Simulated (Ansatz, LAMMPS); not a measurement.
# N in place of O at several sites of amorphous 50HfO2-50SiO2 (mol %) (84 atoms), part 3 of 5

At which site of amorphous 50HfO2-50SiO2 (mol %) (84 atoms) does N in place of O cost least, and what about the site decides it?

Ansatz 0.2.0; Kohn-Sham DFT, PBE, PAW (set soft_2), plane waves.

The cell: 14 Hf, 14 Si and 56 O. The quench rate of 50 K/ps far exceeds what a furnace or splat quench reaches. The network of bonds at the start is that of the classical potential that made the cell. The Brillouin zone is sampled at Γ only, in a cell whose shortest periodic width is 11 Å. No spin–orbit coupling is included.

So far. Step 6 (N on a site of O, site O61): The relaxation converged after 21 steps, 0.232 eV below its start, with a largest force component of 0.033 eV/Å.

## Step 7: N on a site of O, site O51

The site has 2 bonded neighbours (HfSi) at 1.81 Å on average. 

Contents of input.yaml:

```yaml
crystal:
  lattice:
    - [10.6577, 0.0, 0.0]
    - [0.0, 10.6577, 0.0]
    - [0.0, 0.0, 10.6577]
  atoms:
    [... atom lines 1 to 47 left out ...]
    - { symbol: O, position: [0.21535, 0.17814, 0.91086] }
    - { symbol: O, position: [0.1513, 0.64698, 0.50447] }
    - { symbol: O, position: [0.16313, 0.42411, 0.00783] }
    - { symbol: "N", position: [0.15711, 0.10843, 0.41629], spin: 0.6 }
    - { symbol: O, position: [0.30362, 0.25865, 0.19951] }
    - { symbol: O, position: [0.20914, 0.16812, 0.67161] }
    - { symbol: O, position: [0.59022, 0.08659, 0.48044] }
    [... atom lines 55 to 84 left out ...]
magnetization:
  spin_polarized: true
kpoints:
  mp_grid: { grid: [1, 1, 1] }
hamiltonian:
  xc: pbe
scf:
  occupations: { method: fermi_dirac, width: 0.025 }
  lower_state_search: "off"
output:
  forces: true
  eigenvalues: true
relax:
  f_tol: 0.05
  max_steps: 90
```

The run is started by

```
$ ansatz run input.yaml --threads 4 --pin off --max-ram 8192MiB --backend cpu --events-out ev --progress --plain --runs-dir out
```

The log of the run:

```text
[...]
Crystal: 84 atoms, lattice volume = 1210.572 Å³
Basis set: ecut = 420 eV, 23703 PW (Γ), exchange–correlation on 144×144×144 points (8 copies of the dense FFT grid, shifted against one another)
Bands: 463, of which v1, the nominal top of the filled ones, is band 378 counted from 1 (377 counted from 0)
Symmetry: 1 space group operations
[...]
k-points: 1
[...]
Starting moments: Σ|m| = 1.8 μB on 3 of 84 sites
[...]
SCF iter   1: F=—  HF=-260761.865709 eV  |F-HF|=—  |Δ(HF+E_count)|=         —  Δρ=5.09e-2 (↑4.70e-2 ↓5.09e-2)  dr2=2.19e2  dr2_m=5.56e-1  M=0.096 μB ∫|m|=0.320 μB  β_m=0.30  ethr=3.10e-3  ⟨swp⟩=6.0  Hψ=3083  notcnv=0  defer=106
[...]
SCF iter   2: F=—  HF=-260722.581324 eV  |F-HF|=—  |Δ(HF+E_count)|=    3.93e1  Δρ=3.19e-2 (↑2.95e-2 ↓3.19e-2)  dr2=7.72e1  dr2_m=2.92e-1  M=0.292 μB ∫|m|=0.447 μB  β_m=0.30  ethr=3.10e-3  ⟨swp⟩=3.0  Hψ=1840  notcnv=0  defer=161
[...]
spin=Collinear: Kerker preconditioning applied to the charge; magnetization (m = ρ↑ − ρ↓) channel mixes plain (no charge-response kernel on spin).
SCF iter   3: F=—  HF=-260702.804694 eV  |F-HF|=—  |Δ(HF+E_count)|=    1.98e1  Δρ=1.83e-2 (↑1.47e-2 ↓1.83e-2)  dr2=1.59e1  dr2_m=3.00e-1  M=0.999 μB ∫|m|=1.037 μB  β_m=0.30  ethr=3.10e-3  ⟨swp⟩=5.5  Hψ=2628  notcnv=0  defer=158
SCF iter   4: F=—  HF=-260699.634601 eV  |F-HF|=—  |Δ(HF+E_count)|=    3.17e0  Δρ=1.11e-2 (↑8.47e-3 ↓1.11e-2)  dr2=4.61e0  dr2_m=1.94e-1  M=1.000 μB ∫|m|=1.076 μB  β_m=0.30  ethr=2.11e-3  ⟨swp⟩=4.0  Hψ=1730  notcnv=0  defer=158
[...]
SCF iter   8: F=—  HF=-260699.720618 eV  |F-HF|=—  |Δ(HF+E_count)|=   5.33e-2  Δρ=2.02e-3 (↑2.02e-3 ↓1.91e-3)  dr2=1.66e-1  dr2_m=2.58e-2  M=1.000 μB ∫|m|=1.058 μB  β_m=0.30  ethr=2.97e-5  ⟨swp⟩=2.0  Hψ=1521  notcnv=0  defer=158
[...]
SCF iter  14: F=-260699.789638 eV  HF=-260699.789646 eV  |F-HF|=8.71e-6  |Δ(HF+E_count)|=   5.91e-6  Δρ=2.80e-5 (↑2.80e-5 ↓2.52e-5)  dr2=4.32e-5  dr2_m=8.44e-7  M=1.000 μB ∫|m|=1.088 μB  ethr=8.28e-9  ⟨swp⟩=12.0  Hψ=5354  notcnv=0
SCF 1 converged in 14 iterations: F = -260699.789638 eV  dr2 = 4.32e-5
[...]
relax step   1: F+E_penalty+E_count = -260699.78963770 eV  Δ(F+E_penalty+E_count) = +0.000e0 eV  max|allowed force component| = 2.429e0 eV/Å  Δτ_max = 0.0000 Å  (14 SCF iters, dr2 threshold 6.25e-5 eV, accepted)
[... from here on, the SCF cycles and remarks between the steps are left out ...]
relax step   2: F+E_penalty+E_count = -260699.93064425 eV  Δ(F+E_penalty+E_count) = -1.410e-1 eV  max|allowed force component| = 1.263e0 eV/Å  Δτ_max = 0.0837 Å  (7 SCF iters, dr2 threshold 1.00e-4 eV, accepted)
relax step   3: F+E_penalty+E_count = -260699.97058975 eV  Δ(F+E_penalty+E_count) = -3.995e-2 eV  max|allowed force component| = 3.659e-1 eV/Å  Δτ_max = 0.0334 Å  (7 SCF iters, dr2 threshold 9.97e-5 eV, accepted)
relax step   4: F+E_penalty+E_count = -260699.47215153 eV  Δ(F+E_penalty+E_count) = +4.984e-1 eV  max|allowed force component| = 1.305e0 eV/Å  Δτ_max = 0.2000 Å  (10 SCF iters, dr2 threshold 1.12e-5 eV, rejected (line search))
relax step   5: F+E_penalty+E_count = -260699.98248376 eV  Δ(F+E_penalty+E_count) = -1.189e-2 eV  max|allowed force component| = 1.667e-1 eV/Å  Δτ_max = 0.0467 Å  (13 SCF iters, accepted)
relax step   6: F+E_penalty+E_count = -260699.98635416 eV  Δ(F+E_penalty+E_count) = -3.870e-3 eV  max|allowed force component| = 6.678e-2 eV/Å  Δτ_max = 0.0234 Å  (10 SCF iters, accepted)
relax step   7: F+E_penalty+E_count = -260699.98062094 eV  Δ(F+E_penalty+E_count) = +5.733e-3 eV  max|allowed force component| = 1.472e-1 eV/Å  Δτ_max = 0.0853 Å  (12 SCF iters, rejected (line search))
relax step   8: F+E_penalty+E_count = -260699.98930644 eV  Δ(F+E_penalty+E_count) = -2.952e-3 eV  max|allowed force component| = 6.033e-2 eV/Å  Δτ_max = 0.0410 Å  (12 SCF iters, accepted)
relax step   9: F+E_penalty+E_count = -260699.99062473 eV  Δ(F+E_penalty+E_count) = -1.318e-3 eV  max|allowed force component| = 2.787e-1 eV/Å  Δτ_max = 0.0447 Å  (11 SCF iters, accepted)
relax step  10: F+E_penalty+E_count = -260699.99248629 eV  Δ(F+E_penalty+E_count) = -1.862e-3 eV  max|allowed force component| = 1.050e-1 eV/Å  Δτ_max = 0.0130 Å  (6 SCF iters, dr2 threshold 6.34e-5 eV, accepted)
relax step  11: F+E_penalty+E_count = -260699.99246656 eV  Δ(F+E_penalty+E_count) = +1.973e-5 eV  max|allowed force component| = 5.630e-2 eV/Å  Δτ_max = 0.0395 Å  (10 SCF iters, rejected (line search))
relax step  12: F+E_penalty+E_count = -260699.99248951 eV  Δ(F+E_penalty+E_count) = -3.211e-6 eV  max|allowed force component| = 1.059e-1 eV/Å  Δτ_max = 0.0000 Å  (10 SCF iters, accepted)
relax step  13: F+E_penalty+E_count = -260699.99241796 eV  Δ(F+E_penalty+E_count) = +7.155e-5 eV  max|allowed force component| = 5.596e-2 eV/Å  Δτ_max = 0.0396 Å  (10 SCF iters, rejected (line search))
relax step  14: F+E_penalty+E_count = -260699.99383980 eV  Δ(F+E_penalty+E_count) = -1.350e-3 eV  max|allowed force component| = 3.157e-2 eV/Å  Δτ_max = 0.0198 Å  (10 SCF iters, accepted)
SCF converged after 10 iterations
Magnetization: 1.0000 μB (378.0000 up, 377.0000 down)
Absolute magnetization: 1.0924 μB (∫|ρ↑−ρ↓|, with the PAW one-centre terms)
[...]
Per-site moments (μB) at R_I (Å): [(0.000135442, 0.832214), (-8.128123e-5, 0.841248), (2.860307e-5, 0.816520), (8.275357e-6, 0.815976), (0.00025923, 0.789778), [...]
Free energy (F): -260699.993840 eV
[...]
Internal energy: -260699.993840 eV  (E = F + TS)
E sigma→0 (E₀):  -260699.993840 eV
Entropy (-TS):   -0.000000 eV (-0.000 meV/atom)
Fermi energy:    7.042216 eV
[...]
Σ components = -260699.993840   (vs F -260699.993840, Δ=0.00e0)
--- Forces (eV/Å), atoms counted from 1 ---
  atom   1  Hf     0.00144705    -0.00673869    -0.00159730
  atom   2  Hf     0.00065543     0.00460857    -0.00176693
  atom   3  Hf     0.00117647     0.00165253     0.00220164
  atom   4  Hf    -0.00587373    -0.00004129    -0.00195375
[...]
atom  84  O     -0.00063896     0.00080603    -0.00049927
  max |Σ_I F_I| component: 1.71e-4 eV/Å
--- Band table (eV) ---
[...]
--- Relaxed structure (14 steps of the walk, 10 accepted, 0 SCFs on fresh bases) ---
  F+E_penalty+E_count = -260699.99383980 eV   max|allowed force component| = 3.157e-2 eV/Å
  atoms:
    - { symbol: Hf, position: [0.368839, 0.803036, 0.151824] }
    - { symbol: Hf, position: [0.499716, 0.247646, 0.249730] }
    - { symbol: Hf, position: [0.291632, 0.445004, 0.140785] }
    - { symbol: Hf, position: [0.752679, 0.130304, 0.580254] }
[...]
- { symbol: O, position: [0.858138, 0.520282, 0.518974] }
```

Wall time 14 min (4 threads of Intel Xeon at 2.50GHz (Skylake/Cascade Lake), shared host); peak memory 3.1 GiB.

The relaxation converged after 14 steps, 0.204 eV below its start, with a largest force component of 0.032 eV/Å.

A closer look about the N atom, after relaxation: 10 atoms, nearest first, numbered in the order of the input, with positions taken from that point.

| atom | x | y | z | distance (Å) | bonds | moment (μB) |
| --- | --- | --- | --- | --- | --- | --- |
| N51 | 0.00 | 0.00 | 0.00 | 0.00 | 2 | 0.52 |
| Si27 | 0.48 | -0.47 | 1.58 | 1.72 | 4 | 0.00 |
| Hf14 | 0.46 | -0.12 | -1.99 | 2.04 | 6 | 0.00 |
| O82 | 2.08 | -0.71 | 1.44 | 2.63 | 2 | 0.04 |
| O69 | -0.43 | -1.76 | 2.06 | 2.74 | 2 | 0.02 |
| O53 | 0.53 | 0.58 | 2.85 | 2.96 | 2 | 0.00 |
| O75 | 2.70 | -0.55 | -1.15 | 2.99 | 3 | 0.01 |
| O52 | 1.56 | 1.58 | -2.33 | 3.22 | 3 | 0.01 |
| O30 | -1.86 | -1.70 | -2.01 | 3.22 | 3 | 0.01 |
| O38 | -0.99 | 0.78 | -3.01 | 3.27 | 2 | 0.01 |

The largest move is 0.14 Å, by O82.

## Step 8: N on a site of O, site O45

The site has 2 bonded neighbours (HfSi) at 1.83 Å on average. 

input.yaml, the sections that differ from step 7:

```yaml
crystal:
  lattice:
    - [10.6577, 0.0, 0.0]
    - [0.0, 10.6577, 0.0]
    - [0.0, 0.0, 10.6577]
  atoms:
    [... atom lines 1 to 41 left out ...]
    - { symbol: O, position: [0.15479, 0.60596, 0.73145] }
    - { symbol: O, position: [0.4763, 0.85911, 0.46161] }
    - { symbol: O, position: [0.56092, 0.85404, 0.74793] }
    - { symbol: "N", position: [0.25762, 0.75611, 0.2986], spin: 0.6 }
    - { symbol: O, position: [0.46809, 0.59728, 0.46555] }
    - { symbol: O, position: [0.78268, 0.827, 0.29946] }
    - { symbol: O, position: [0.21535, 0.17814, 0.91086] }
    [... atom lines 49 to 84 left out ...]
# magnetization, kpoints, hamiltonian, scf, output, relax: as in step 7
```

The log of the run:

```text
[...]
Crystal: 84 atoms, lattice volume = 1210.572 Å³
Basis set: ecut = 420 eV, 23703 PW (Γ), exchange–correlation on 144×144×144 points (8 copies of the dense FFT grid, shifted against one another)
Bands: 463, of which v1, the nominal top of the filled ones, is band 378 counted from 1 (377 counted from 0)
Symmetry: 1 space group operations
[...]
k-points: 1
[...]
Starting moments: Σ|m| = 1.8 μB on 3 of 84 sites
[...]
SCF iter   1: F=—  HF=-260760.922138 eV  |F-HF|=—  |Δ(HF+E_count)|=         —  Δρ=5.07e-2 (↑4.70e-2 ↓5.07e-2)  dr2=2.18e2  dr2_m=5.55e-1  M=0.010 μB ∫|m|=0.283 μB  β_m=0.30  ethr=3.10e-3  ⟨swp⟩=6.0  Hψ=3075  notcnv=0  defer=106
[...]
SCF iter   3: F=—  HF=-260702.681767 eV  |F-HF|=—  |Δ(HF+E_count)|=    1.93e1  Δρ=1.54e-2 (↑1.43e-2 ↓1.54e-2)  dr2=1.36e1  dr2_m=2.27e-1  M=1.000 μB ∫|m|=1.053 μB  β_m=0.30  ethr=3.10e-3  ⟨swp⟩=7.0  Hψ=1552  notcnv=0  defer=162
[...]
SCF iter   7: F=—  HF=-260699.857446 eV  |F-HF|=—  |Δ(HF+E_count)|=   6.42e-3  Δρ=1.75e-3 (↑1.75e-3 ↓1.61e-3)  dr2=2.98e-2  dr2_m=2.60e-2  M=1.000 μB ∫|m|=1.074 μB  β_m=0.30  ethr=2.49e-5  ⟨swp⟩=3.0  Hψ=1418  notcnv=0  defer=162
[...]
SCF iter   9: F=—  HF=-260699.919639 eV  |F-HF|=—  |Δ(HF+E_count)|=   3.83e-2  Δρ=2.77e-4 (↑2.37e-4 ↓2.77e-4)  dr2=2.80e-3  dr2_m=2.68e-4  M=1.000 μB ∫|m|=1.104 μB  β_m=0.67  ethr=2.41e-6  ⟨swp⟩=2.5  Hψ=1798  notcnv=0  defer=162
[...]
SCF iter  13: F=-260699.921540 eV  HF=-260699.921542 eV  |F-HF|=1.94e-6  |Δ(HF+E_count)|=   1.90e-5  Δρ=1.96e-5 (↑1.07e-5 ↓1.96e-5)  dr2=8.59e-6  dr2_m=1.23e-6  M=1.000 μB ∫|m|=1.109 μB  β_m=0.87  ethr=8.28e-9  ⟨swp⟩=12.5  Hψ=5394  notcnv=0
SCF iter  14: F=-260699.921538 eV  HF=-260699.921545 eV  |F-HF|=6.57e-6  |Δ(HF+E_count)|=   2.98e-6  Δρ=1.48e-5 (↑1.38e-5 ↓1.48e-5)  dr2=8.22e-6  dr2_m=2.57e-7  M=1.000 μB ∫|m|=1.108 μB  ethr=1.14e-9  ⟨swp⟩=3.0  Hψ=2973  notcnv=0
SCF 1 converged in 14 iterations: F = -260699.921538 eV  dr2 = 8.22e-6
[...]
relax step   1: F+E_penalty+E_count = -260699.92153847 eV  Δ(F+E_penalty+E_count) = +0.000e0 eV  max|allowed force component| = 2.125e0 eV/Å  Δτ_max = 0.0000 Å  (14 SCF iters, dr2 threshold 6.25e-5 eV, accepted)
[... from here on, the SCF cycles and remarks between the steps are left out ...]
relax step   2: F+E_penalty+E_count = -260700.06805676 eV  Δ(F+E_penalty+E_count) = -1.465e-1 eV  max|allowed force component| = 1.145e0 eV/Å  Δτ_max = 0.0841 Å  (7 SCF iters, dr2 threshold 1.00e-4 eV, accepted)
relax step   3: F+E_penalty+E_count = -260700.12765896 eV  Δ(F+E_penalty+E_count) = -5.960e-2 eV  max|allowed force component| = 3.763e-1 eV/Å  Δτ_max = 0.0553 Å  (7 SCF iters, dr2 threshold 8.19e-5 eV, accepted)
relax step   4: F+E_penalty+E_count = -260700.13619017 eV  Δ(F+E_penalty+E_count) = -8.531e-3 eV  max|allowed force component| = 1.441e-1 eV/Å  Δτ_max = 0.0249 Å  (7 SCF iters, dr2 threshold 1.53e-5 eV, accepted)
relax step   5: F+E_penalty+E_count = -260700.11168626 eV  Δ(F+E_penalty+E_count) = +2.450e-2 eV  max|allowed force component| = 3.000e-1 eV/Å  Δτ_max = 0.1961 Å  (11 SCF iters, rejected (line search))
relax step   6: F+E_penalty+E_count = -260700.14421465 eV  Δ(F+E_penalty+E_count) = -8.024e-3 eV  max|allowed force component| = 1.648e-1 eV/Å  Δτ_max = 0.0940 Å  (10 SCF iters, accepted)
relax step   7: F+E_penalty+E_count = -260700.14698323 eV  Δ(F+E_penalty+E_count) = -2.769e-3 eV  max|allowed force component| = 4.319e-2 eV/Å  Δτ_max = 0.0213 Å  (7 SCF iters, dr2 threshold 3.98e-6 eV, accepted)
relax step   8: F+E_penalty+E_count = -260700.14698332 eV  Δ(F+E_penalty+E_count) = -8.743e-8 eV  max|allowed force component| = 4.328e-2 eV/Å  Δτ_max = 0.0000 Å  (4 SCF iters, accepted)
SCF converged after 4 iterations
Magnetization: 1.0000 μB (378.0000 up, 377.0000 down)
Absolute magnetization: 1.1195 μB (∫|ρ↑−ρ↓|, with the PAW one-centre terms)
[...]
Per-site moments (μB) at R_I (Å): [(-0.006889, 0.839600), (-2.235077e-5, 0.840166), (0.000129447, 0.818654), (-2.268675e-6, 0.813663), (2.326588e-5, 0.790830), [...]
Free energy (F): -260700.146983 eV
[...]
Internal energy: -260700.146983 eV  (E = F + TS)
E sigma→0 (E₀):  -260700.146983 eV
Fermi energy:    7.079130 eV
[...]
Σ components = -260700.146983   (vs F -260700.146983, Δ=0.00e0)
--- Forces (eV/Å), atoms counted from 1 ---
  atom   1  Hf     0.04327978    -0.01442912     0.02710313
  atom   2  Hf     0.01840641     0.01098264     0.00512871
  atom   3  Hf     0.02576432     0.00821392    -0.00423422
  atom   4  Hf     0.00750367     0.00517685     0.01035333
[...]
atom  84  O      0.00799567    -0.00998551     0.00687177
  max |Σ_I F_I| component: 6.03e-5 eV/Å
--- Band table (eV) ---
[...]
--- Relaxed structure (8 steps of the walk, 7 accepted, 0 SCFs on fresh bases) ---
  F+E_penalty+E_count = -260700.14698332 eV   max|allowed force component| = 4.328e-2 eV/Å
  atoms:
    - { symbol: Hf, position: [0.376604, 0.804232, 0.146567] }
    - { symbol: Hf, position: [0.501281, 0.250000, 0.251055] }
    - { symbol: Hf, position: [0.292796, 0.447820, 0.142519] }
    - { symbol: Hf, position: [0.751214, 0.130561, 0.583475] }
[...]
- { symbol: O, position: [0.859118, 0.515688, 0.516488] }
```

The job ended after 7.4 min (4 threads; peak memory 3.1 GiB; 28 min of CPU time).

The relaxation converged after 8 steps, 0.225 eV below its start, with a largest force component of 0.043 eV/Å.

Local excerpt of 10 atoms (numbers count through the whole input) about the N atom, after relaxation; x, y, z are measured from there.

```csv
atom,x,y,z,distance (Å),bonds,moment (μB)
N45,0.00,0.00,0.00,0.00,2,0.49
Si23,-1.08,-1.24,0.47,1.71,4,0.00
Hf1,1.26,0.38,-1.62,2.09,6,-0.01
O74,-0.41,1.71,-1.80,2.52,3,0.12
O33,-0.47,-2.67,-0.02,2.72,2,0.03
O49,-1.19,-1.31,2.20,2.83,3,0.00
O65,-2.65,-1.05,0.06,2.85,2,0.02
O79,0.71,-1.41,-2.40,2.87,3,0.00
O59,2.86,-0.42,-0.34,2.91,3,0.01
O43,2.43,1.01,1.72,3.14,2,0.00
```

The largest move is 0.13 Å, by N45.

[end of part 3 of 5]

[Long decimals in the printed logs are rounded to 6 places.]

[Logs are printed without paths, hosts, clocks, repeated set-up lines and the standing remarks that a program may print on its own settings, such as how far it seeks lower states.]

[Hosts, paths, dates, database ids (printed as entryN), source tags and the programs' standing remarks are cut or masked in the printed files.]
